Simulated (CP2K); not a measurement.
Two runs for the C K edge of methylthioacetylene. Run A: CP2K XAS_TDP, all-electron GAPW, PBEh(45%), aug-cc-pVDZ, TDA, no relativity. Run B differs in one setting.

First lines with a strength over 0.0015. A:

| atom | energy (eV) | states | strength, one atom |
| --- | --- | --- | --- |
| C1 (bonded to C and H) | 281.43 | 1 | 0.0497 |
|  | 282.53 | 1 | 0.0434 |
|  | 284.37 | 1 | 0.0036 |
|  | 284.98 | 1 | 0.0063 |
|  | 285.67 | 1 | 0.0041 |
| C2 (bonded to C and S) | 282.27 | 1 | 0.0403 |
|  | 282.76 | 1 | 0.0539 |
|  | 284.65 | 1 | 0.0164 |
|  | 285.40 | 1 | 0.0054 |
|  | 285.54 | 1 | 0.0054 |
| C4 (bonded to S and 3 H) | 283.27 | 1 | 0.0418 |
|  | 284.69 | 1 | 0.0086 |
|  | 285.42 | 1 | 0.0222 |
|  | 285.58 | 1 | 0.0243 |
|  | 286.06 | 1 | 0.0021 |

B:

| atom | energy (eV) | states | strength, one atom |
| --- | --- | --- | --- |
| C1 (bonded to C and H) | 268.22 | 1 | 0.0148 |
|  | 269.02 | 1 | 0.0036 |
|  | 269.50 | 1 | 0.0160 |
|  | 269.62 | 1 | 0.0020 |
|  | 269.98 | 1 | 0.0023 |
| C2 (bonded to C and S) | 268.73 | 1 | 0.0074 |
|  | 269.49 | 1 | 0.0042 |
|  | 270.08 | 1 | 0.0261 |
|  | 270.10 | 1 | 0.0050 |
|  | 270.63 | 1 | 0.0042 |
| C4 (bonded to S and 3 H) | 269.36 | 1 | 0.0070 |
|  | 270.04 | 1 | 0.0047 |
|  | 270.65 | 1 | 0.0040 |
|  | 270.94 | 1 | 0.0044 |
|  | 271.16 | 1 | 0.0025 |

**Question.** Which was it: scalar relativity switched on, GW2X switched on, the functional, the basis?

The functional (functional from PBEh(45%) to PBE; the lines alone don't name the new value). A functional moves all lines by electronvolts and changes their spacings and strengths. Against PBEh(45%) in aug-cc-pVDZ, the leading lines move by -13.21 eV (C1, to 268.22) and -13.91 eV (C4, to 269.36); the strength of C1's goes from 0.0497 to 0.0148, so the two may not be the same state. For C2 the rule picks another line of the list in the two runs, so no shift is given. The next line of C1 over the strength cut lies 0.80 eV higher, against 1.10.

[Hosts, paths, dates, database ids (printed as entryN), source tags and the programs' standing remarks are cut or masked in the printed files.]
